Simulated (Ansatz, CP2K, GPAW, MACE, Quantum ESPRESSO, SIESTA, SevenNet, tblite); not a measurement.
## SIESTA on amorphous Zn12Cd27Se39 (78 atoms): settings against a plane-wave reference

Wanted: SIESTA inputs and outputs for amorphous Zn12Cd27Se39 (78 atoms), checked against a plane-wave reference.

Main program and level: SIESTA 5.4.2; the method is named at each step.

## Step 1: The structure

The cell holds 78 atoms: 12 Zn, 27 Cd and 39 Se. Its edges and angles: a = 12.774 Å, b = 12.774 Å, c = 12.774 Å, α = 90.0°, β = 90.0°, γ = 90.0°. 78 atoms (12 Zn, 27 Cd, 39 Se) placed at random at 5.5 g/cm³, melted at 2500 K for 10 ps at fixed volume with the Stillinger-Weber II-VI potential (Zhou et al., Phys. Rev. B 88, 085309 (2013)). Quenched from 2500 K to 100 K at 50 K/ps and fixed volume, held 5 ps. Then every atom was moved at random, 0.02 Å r.m.s. a Cartesian component.

The yardstick, on the same geometry:

* method: Kohn-Sham DFT, PBE, PAW, plane waves (Ansatz 0.2.0); cutoff 420 eV, Γ point, fermi-dirac smearing of 0.05 eV; PAW set soft_2
* r.m.s. force component: 0.409 eV/Å
* longest force: 1.638 eV/Å
* pressure: 1.16 GPa
* SCF cycles: 16
* time: 89 s on 4 threads of Arm Neoverse V2, shared host
* CPU time: 5.8 min

## Step 2: PBE, DZP, shift 0.01 Ry, mesh 500 Ry

Method: Kohn-Sham DFT, PBE, PseudoDojo 0.4.1 norm-conserving pseudopotentials (converted to PSML), numerical atomic orbitals (DZP), diagonalisation.

The .psml files are PseudoDojo norm-conserving potentials that we converted to this format, checked against plane waves on the same files for H, C, O, Si, Ge and Ca alone.

input.fdf reads:

```
SystemLabel cell
NumberOfAtoms 78
NumberOfSpecies 3
%block ChemicalSpeciesLabel
  1 30 Zn
  2 48 Cd
  3 34 Se
%endblock ChemicalSpeciesLabel
LatticeConstant 1.0 Ang
%block LatticeVectors
  12.77450 0.00000 0.00000
  0.00000 12.77450 0.00000
  0.00000 0.00000 12.77450
%endblock LatticeVectors
PAO.BasisSize DZP
PAO.EnergyShift 0.01 Ry
XC.Functional GGA
XC.Authors PBE
MeshCutoff 500 Ry
%block kgrid_Monkhorst_Pack
  1 0 0 0.0
  0 1 0 0.0
  0 0 1 0.0
%endblock kgrid_Monkhorst_Pack
SolutionMethod diagon
OccupationFunction FD
ElectronicTemperature 580 K
SCF.Mixer.Method Pulay
SCF.Mixer.Weight 0.15
SCF.Mixer.History 8
SCF.Mix Hamiltonian
MaxSCFIterations 300
SCF.DM.Tolerance 1e-04
SCF.H.Tolerance 1.0e-3 eV
WriteForces T
Write.HirshfeldPop T
Write.VoronoiPop T
Write.DM F
Write.H F
XML.Write F
AtomicCoordinatesFormat Fractional
%block AtomicCoordinatesAndAtomicSpecies
  0.70639 0.74669 0.35816 1
  0.53604 0.34875 0.87578 1
  0.76131 0.10277 0.79403 1
  0.54172 0.06218 0.29426 1
  0.19438 0.44026 0.63789 1
  0.01165 0.30381 0.89261 1
  0.80935 0.03990 0.43292 1
  0.50937 0.04361 0.97510 1
  0.45821 0.81853 0.18836 1
  0.39987 0.29234 0.14898 1
  0.20978 0.46108 0.30590 1
  0.01923 0.97093 0.87214 1
  0.54850 0.42573 0.36719 2
  0.52539 0.71324 0.88452 2
  0.75360 0.89381 0.08432 2
  0.32279 0.18527 0.45112 2
  0.78128 0.79591 0.75040 2
  0.86213 0.52140 0.52816 2
  0.73512 0.24410 0.08184 2
  0.19953 0.08704 0.14399 2
  0.37181 0.70893 0.44088 2
  0.26799 0.19210 0.84918 2
  0.41005 0.62369 0.14275 2
  0.53575 0.92158 0.58135 2
  0.62059 0.55699 0.11766 2
  0.11534 0.98299 0.35074 2
  0.24056 0.70989 0.71609 2
  0.01483 0.25706 0.29053 2
  0.06051 0.15563 0.62410 2
  0.79418 0.50541 0.83213 2
  0.62085 0.24709 0.58723 2
  0.13755 0.74786 0.21923 2
  0.03349 0.64092 0.82017 2
  0.92183 0.52848 0.14780 2
  0.25976 0.85983 0.96433 2
  0.01367 0.82066 0.54714 2
  0.24968 0.50823 0.96847 2
  0.29034 0.92834 0.66807 2
  0.56660 0.56759 0.63252 2
  0.77670 0.69374 0.17103 3
  0.86395 0.85347 0.40525 3
  0.30946 0.96949 0.45650 3
  0.27491 0.87919 0.15598 3
  0.36965 0.33349 0.96555 3
  0.54216 0.86130 0.36454 3
  0.59239 0.76216 0.70436 3
  0.34609 0.57774 0.60590 3
  0.55557 0.86521 0.03038 3
  0.73360 0.04729 0.23852 3
  0.25417 0.26291 0.64624 3
  0.77468 0.38953 0.66225 3
  0.90622 0.43122 0.32280 3
  0.92262 0.67887 0.65563 3
  0.93972 0.14445 0.14067 3
  0.13131 0.55028 0.14873 3
  0.43843 0.10521 0.14391 3
[... 18 atom lines left out ...]
  0.61640 0.52426 0.91214 3
  0.16226 0.73058 0.42365 3
  0.97837 0.88726 0.18145 3
  0.05822 0.80491 0.95837 3
%endblock AtomicCoordinatesAndAtomicSpecies
```

Started as:

```bash
OMP_NUM_THREADS=1 mpirun -np 2 siesta < input.fdf > output.txt
```

What it wrote:

```text
Version         : 5.4.2
reinit: System Name:
reinit: System Label: cell
initatom: Reading input for the pseudopotentials and atomic orbitals ----------
Species number:   1 Atomic number:   30 Label: Zn
Species number:   2 Atomic number:   48 Label: Cd
Species number:   3 Atomic number:   34 Label: Se
Ground state valence configuration (from tables):   4s02  4p00  3d10  4f00
Ground state valence configuration (from tables):   5s02  5p00  4d10  4f00
Ground state valence configuration (from tables):   4s02  4p04  4d00  4f00
---- Processing specs for species: Zn
GGA--PBE XC_GGA_X_PBE--XC_GGA_C_PBE pb
Semicore shell(s) with  8 electrons included in the valence for Zn
---- Processing specs for species: Cd
GGA--PBE XC_GGA_X_PBE--XC_GGA_C_PBE pb
Semicore shell(s) with  8 electrons included in the valence for Cd
---- Processing specs for species: Se
GGA--PBE XC_GGA_X_PBE--XC_GGA_C_PBE pb
Semicore shell(s) with 10 electrons included in the valence for Se
Semicore shell(s): 3s 3p
Fallback to non-perturbative polarization scheme for Zn
Please see the manual if this is not desired in principle
Semicore shell(s): 4s 4p
Fallback to non-perturbative polarization scheme for Cd
Please see the manual if this is not desired in principle
Semicore shell(s): 3d
Fallback to non-perturbative polarization scheme for Se
Please see the manual if this is not desired in principle
Zn pseudopotential only contains V_ls up to l=2 -- lmxkb reset.
Cd pseudopotential only contains V_ls up to l=2 -- lmxkb reset.
Se pseudopotential only contains V_ls up to l=2 -- lmxkb reset.
Using PAO.SplitTailNorm
%block ChemicalSpeciesLabel
    1   30 Zn                      # Species index, atomic number, species label
    2   48 Cd                      # Species index, atomic number, species label
    3   34 Se                      # Species index, atomic number, species label
%endblock ChemicalSpeciesLabel
%block PAO.Basis                 # Define Basis set
Zn                    5                    # Species label, number of l-shells
 n=3   0   1                         # n, l, Nzeta
   2.063
   1.000
 n=4   0   2                         # n, l, Nzeta
   5.524      3.917
   1.000      1.000
 n=3   1   1                         # n, l, Nzeta
   2.281
[...]
3.525      2.132
[...]
Cd                    5                    # Species label, number of l-shells
[...]
Se                    4                    # Species label, number of l-shells
[...]
5.831      4.139
   1.000      1.000
 n=3   2   1                         # n, l, Nzeta
[...]
n=4   2   1                         # n, l, Nzeta
   5.831
   1.000
%endblock PAO.Basis
coor:   Atomic-coordinates input format  =     Fractional
siesta: System type = bulk
initatomlists: Number of atoms, orbitals, and projectors:     78  1443  1404
siesta: ******************** Simulation parameters ****************************
Total number of electrons:  1404.000000
Total ionic charge:  1404.000000
 Kpoints in:            1 . Kpoints trimmed:            1
siesta: k-grid: Number of k-points = 1
siesta: k-points from Monkhorst-Pack grid
siesta: k-cutoff (effective) =     6.387 Ang
siesta: k-point supercell and displacements
siesta: k-grid:     1     0     0      0.000
siesta: k-grid:     0     1     0      0.000
siesta: k-grid:     0     0     1      0.000
                     ====================================
                        Single-point calculation
                     ====================================
outcell: Unit cell vectors (Ang):
       12.774500    0.000000    0.000000
        0.000000   12.774500    0.000000
        0.000000    0.000000   12.774500
outcell: Cell vector modules (Ang)   :   12.774500   12.774500   12.774500
outcell: Cell angles (23,13,12) (deg):     90.0000     90.0000     90.0000
outcell: Cell volume (Ang**3)        :   2084.6432
Gamma-point calculation with multiply-connected orbital pairs
Gamma-point calculation with multiply-connected orbital pairs
Folding of H and S implicitly performed
Folding of H and S implicitly performed
new_DM -- step:     1
Initializing Density Matrix...
Attempting to read DM from file... Failed...
DM filled with atomic data:
InitMesh: MESH = 180 x 180 x 180 = 5832000
InitMesh: Mesh cutoff (required, used) =   500.000   548.731 Ry
stepf: Fermi-Dirac step function
        iscf     Eharris(eV)        E_KS(eV)     FreeEng(eV)     dDmax    Ef(eV) dHmax(eV)
   scf:    1  -322369.628382  -324544.817561  -324545.645604  1.253526 -0.735020 84.690884
   scf:    2  -325563.904964  -325536.097971  -325536.164735  1.317647 -2.196142 22.466292
   scf:    3  -325601.680954  -325604.980448  -325605.100532  0.869693 -2.501929 11.716655
[...]
scf:   21  -325638.668528  -325638.668506  -325638.909974  0.000133 -2.933388  0.002541
   scf:   22  -325638.668516  -325638.668511  -325638.909974  0.000096 -2.933399  0.000679
SCF Convergence by DM+H criterion
max |DM_out - DM_in|         :     0.0000956795
max |H_out - H_in|      (eV) :     0.0006785620
SCF cycle converged after 22 iterations
Using DM_out to compute the final energy and forces
siesta: E_KS(eV) =          -325638.6685
siesta: E_KS - E_eggbox =   -325638.6685
siesta: Atomic forces (eV/Ang):
     1    0.220779   -0.149308   -0.449857
     2    0.230304    0.166294   -0.433995
     3   -0.067204   -0.095441    0.122016
[...]
77    0.671922   -0.276463    0.340252
    78   -0.057905   -0.816161    0.031697
----------------------------------------
   Tot    0.015556   -0.015415   -0.000170
----------------------------------------
   Max    1.632229
   Res    0.466222    sqrt( Sum f_i^2 / 3N )
----------------------------------------
   Max    1.632229    constrained
Stress tensor Voigt[x,y,z,yz,xz,xy] (kbar):       -3.64        0.66       -3.89        5.42       -1.88        4.12
(Free)E + p*V (eV/cell)  -325635.9278
Target enthalpy (eV/cell)  -325638.9100
siesta: Program's energy decomposition (eV):
siesta: Ebs     =    -52136.144778
siesta: Eions   =    398331.704845
siesta: Ena     =     32165.050728
siesta: Ekin    =    159119.402418
siesta: Enl     =    -69243.322011
siesta: DEna    =      1455.705784
siesta: DUscf   =        75.459692
siesta: Ex      =    -48219.206968
siesta: Ec      =     -2660.053309
siesta: Exc     =    -50879.260277
siesta: Eharris =   -325638.668516
siesta: Etot    =   -325638.668511
siesta: FreeEng =   -325638.909974
siesta: Final energy (eV):
siesta:  Band Struct. =  -52136.144778
siesta:       Kinetic =  159119.402418
siesta:       Hartree =  117610.260988
siesta:         Exch. =  -48219.206968
siesta:         Corr. =   -2660.053309
siesta:   Exch.-corr. =  -50879.260277
siesta:  Ion-electron = -404609.588184
siesta:       Ion-ion = -146879.483456
siesta:         Total = -325638.668511
siesta:         Fermi =      -2.933399
siesta: Stress tensor (static) (eV/Ang**3):
siesta:    -0.002272    0.002574   -0.001171
siesta:     0.002574    0.000411    0.003382
siesta:    -0.001171    0.003382   -0.002430
siesta: Cell volume =       2084.643193 Ang**3
siesta: Pressure (static):
siesta:                Solid            Molecule  Units
siesta:           0.00001558          0.00003271  Ry/Bohr**3
siesta:           0.00143053          0.00300297  eV/Ang**3
siesta:           2.29196579          4.81128091  kBar
    Orbital volume contribution        =          39.408474 eV
    (Free)E + p_basis*V_orbitals       =     -325599.501500 eV
    (Free)Eharris+ p_basis*V_orbitals  =     -325599.501505 eV
Hirshfeld Atomic Populations:
Atom #   charge [q] valence [e]  Species
     1     0.610075   19.389925  Zn
     2     0.630743   19.369257  Zn
     3     0.617116   19.382884  Zn
[...]
13     0.333413   19.666587  Cd
    14     0.305611   19.694389  Cd
    15     0.343591   19.656409  Cd
[...]
40    -0.393361   16.393361  Se
    41    -0.446436   16.446436  Se
    42    -0.360761   16.360761  Se
[...]
--------------------
 Total    -0.000061
Voronoi Atomic Populations:
Atom #   charge [q] valence [e]  Species
[...]
11     0.534929   19.465071  Zn
    12     0.540093   19.459907  Zn
[...]
38     0.261128   19.738872  Cd
    39     0.350542   19.649458  Cd
[...]
77    -0.238409   16.238409  Se
    78    -0.389722   16.389722  Se
--------------------
 Total    -0.000061
```

It took 3.4 min on 2 MPI ranks of Arm Neoverse V2, shared host; peak memory 2.3 GiB.

Banners, paths, timers and routine set-up lines are dropped from the logs unmarked, and long logs keep their key lines alone; longer cuts are marked.

Compared with the plane-wave run:

- r.m.s. force component: 0.4662 eV/Å
- r.m.s. difference of force components: 119.2 meV/Å
- longest difference of force vectors: 370.5 meV/Å
- force difference over r.m.s. force: 29.15 %
- slope of forces against the reference's: 1.107
- correlation of force components: 0.9713
- pressure: 0.2292 GPa
- pressure difference: -0.9304 GPa

This run lies far from the reference in forces at the same functional. Basis and potentials both differ; the latter hold 1404 valence electrons against the reference's 1308.

Length of the force difference by element (eV/Å):

```
element  atoms  mean  most
     Cd     27  0.14  0.31
     Se     39  0.22  0.37
     Zn     12  0.18  0.31
```

A closer look about Se43, which bears the longest force: 12 atoms, nearest first, numbered in the order of the input, with positions taken from that point.

```
atom      x      y      z  distance (Å)  bonds  Hirshfeld charge (e)     Fx     Fy  Fz (eV/Å)
Se43   0.00   0.00   0.00          0.00      4                 -0.35   0.66   0.59       1.63
Cd35  -0.19  -0.25  -2.45          2.47      4                  0.26  -0.42  -0.21      -0.87
 Zn9   2.34  -0.77   0.41          2.50      3                  0.58   0.06   0.16       0.05
Cd32  -1.75  -1.68   0.81          2.56      4                  0.28  -0.90  -0.42      -0.10
Cd20  -0.96   2.66  -0.15          2.83      4                  0.33   0.14  -0.04      -0.07
Cd26  -2.04   1.33   2.49          3.48      3                  0.28  -0.17  -0.53      -0.11
Se56   2.09   2.89  -0.15          3.57      4                 -0.56  -1.08  -0.13      -0.20
Cd23   1.73  -3.26  -0.17          3.70      1                  0.07  -0.11   0.19      -0.54
Se77  -3.79   0.10   0.33          3.80      3                 -0.22   0.67  -0.28       0.34
Se78  -2.77  -0.95  -2.52          3.86      3                 -0.38  -0.06  -0.82       0.03
Se48   3.59  -0.18  -1.60          3.93      4                 -0.46   0.39  -0.19      -0.44
Se42   0.44   1.15   3.84          4.03      3                 -0.36  -0.13   0.35       0.18
```

Forces lie 29 % from the reference's, at 1.2 times its CPU time (on 2 against 4 cores).

## Step 3: PBE, SZP, shift 0.01 Ry, mesh 500 Ry

Method: Kohn-Sham DFT, PBE, PseudoDojo 0.4.1 norm-conserving pseudopotentials (converted to PSML), numerical atomic orbitals (SZP), diagonalisation.

input.fdf: that of step 2 with these lines changed.

```diff
@@ -14,3 +14,3 @@
 %endblock LatticeVectors
-PAO.BasisSize DZP
+PAO.BasisSize SZP
 PAO.EnergyShift 0.01 Ry
```

What it wrote:

```text
Version         : 5.4.2
reinit: System Name:
reinit: System Label: cell
initatom: Reading input for the pseudopotentials and atomic orbitals ----------
Species number:   1 Atomic number:   30 Label: Zn
Species number:   2 Atomic number:   48 Label: Cd
Species number:   3 Atomic number:   34 Label: Se
Ground state valence configuration (from tables):   4s02  4p00  3d10  4f00
Ground state valence configuration (from tables):   5s02  5p00  4d10  4f00
Ground state valence configuration (from tables):   4s02  4p04  4d00  4f00
---- Processing specs for species: Zn
GGA--PBE XC_GGA_X_PBE--XC_GGA_C_PBE pb
Semicore shell(s) with  8 electrons included in the valence for Zn
---- Processing specs for species: Cd
GGA--PBE XC_GGA_X_PBE--XC_GGA_C_PBE pb
[... lines left out ...]
Total number of electrons:  1404.000000
[... lines left out ...]
stepf: Fermi-Dirac step function
        iscf     Eharris(eV)        E_KS(eV)     FreeEng(eV)     dDmax    Ef(eV) dHmax(eV)
[... lines left out ...]
SCF Convergence by DM+H criterion
[... lines left out ...]
SCF cycle converged after 20 iterations
[... lines left out ...]
   Max    1.760705
[... lines left out ...]
   Max    1.760705    constrained
Stress tensor Voigt[x,y,z,yz,xz,xy] (kbar):        6.20       11.00        5.48        5.53       -2.58        4.77
[... lines left out ...]
siesta: FreeEng =   -325618.661160
siesta: Final energy (eV):
siesta:  Band Struct. =  -52073.481060
siesta:       Kinetic =  159013.153640
siesta:       Hartree =  117651.684320
siesta:         Exch. =  -48222.954444
siesta:         Corr. =   -2658.555882
siesta:   Exch.-corr. =  -50881.510327
siesta:  Ion-electron = -404522.256137
siesta:       Ion-ion = -146879.483456
siesta:         Total = -325618.411959
siesta:         Fermi =      -2.725271
siesta: Stress tensor (static) (eV/Ang**3):
siesta:     0.003872    0.002979   -0.001611
siesta:     0.002979    0.006864    0.003451
siesta:    -0.001611    0.003451    0.003422
siesta: Cell volume =       2084.643193 Ang**3
siesta: Pressure (static):
siesta:                Solid            Molecule  Units
siesta:          -0.00005140         -0.00003010  Ry/Bohr**3
siesta:          -0.00471918         -0.00276330  eV/Ang**3
siesta:          -7.56095408         -4.42728899  kBar
    Orbital volume contribution        =          32.945391 eV
    (Free)E + p_basis*V_orbitals       =     -325585.715770 eV
    (Free)Eharris+ p_basis*V_orbitals  =     -325585.715772 eV
Hirshfeld Atomic Populations:
Atom #   charge [q] valence [e]  Species
     1     0.655627   19.344373  Zn
     2     0.666042   19.333958  Zn
     3     0.658397   19.341603  Zn
[...]
13     0.343047   19.656953  Cd
    14     0.314094   19.685906  Cd
    15     0.350247   19.649753  Cd
[...]
40    -0.408654   16.408654  Se
    41    -0.465359   16.465359  Se
    42    -0.378421   16.378421  Se
[...]
--------------------
 Total    -0.000030
Voronoi Atomic Populations:
Atom #   charge [q] valence [e]  Species
[...]
11     0.601116   19.398884  Zn
    12     0.610629   19.389371  Zn
[...]
38     0.253204   19.746796  Cd
    39     0.365176   19.634824  Cd
[...]
77    -0.256818   16.256818  Se
    78    -0.406286   16.406286  Se
--------------------
 Total    -0.000030
```

Run time: 2.6 min. Hardware: 2 MPI ranks; peak memory 2.2 GiB.

Compared with the plane-wave run:

- r.m.s. force component: 0.5011 eV/Å
- r.m.s. difference of force components: 136.5 meV/Å
- longest difference of force vectors: 487.2 meV/Å
- force difference over r.m.s. force: 33.39 %
- slope of forces against the reference's: 1.195
- correlation of force components: 0.9752
- pressure: -0.7561 GPa
- pressure difference: -1.916 GPa

This is a coarse setting, run to see what it loses.

Against the first run (29 %), the force difference from the reference is 33 %, at 0.76 times the CPU time, with 1053 basis functions against 1443: the smaller basis costs accuracy.

(Part 1 of 2 ends here.)

[Also dropped from logs without a mark: logging warnings of Python, and SIESTA's first energy breakdown and zero terms.]

[Logs are printed without paths, hosts, clocks, repeated set-up lines and the standing remarks that a program may print on its own settings, such as how far it seeks lower states.]

[Hosts, paths, dates, database ids (printed as entryN), source tags and the programs' standing remarks are cut or masked in the printed files.]
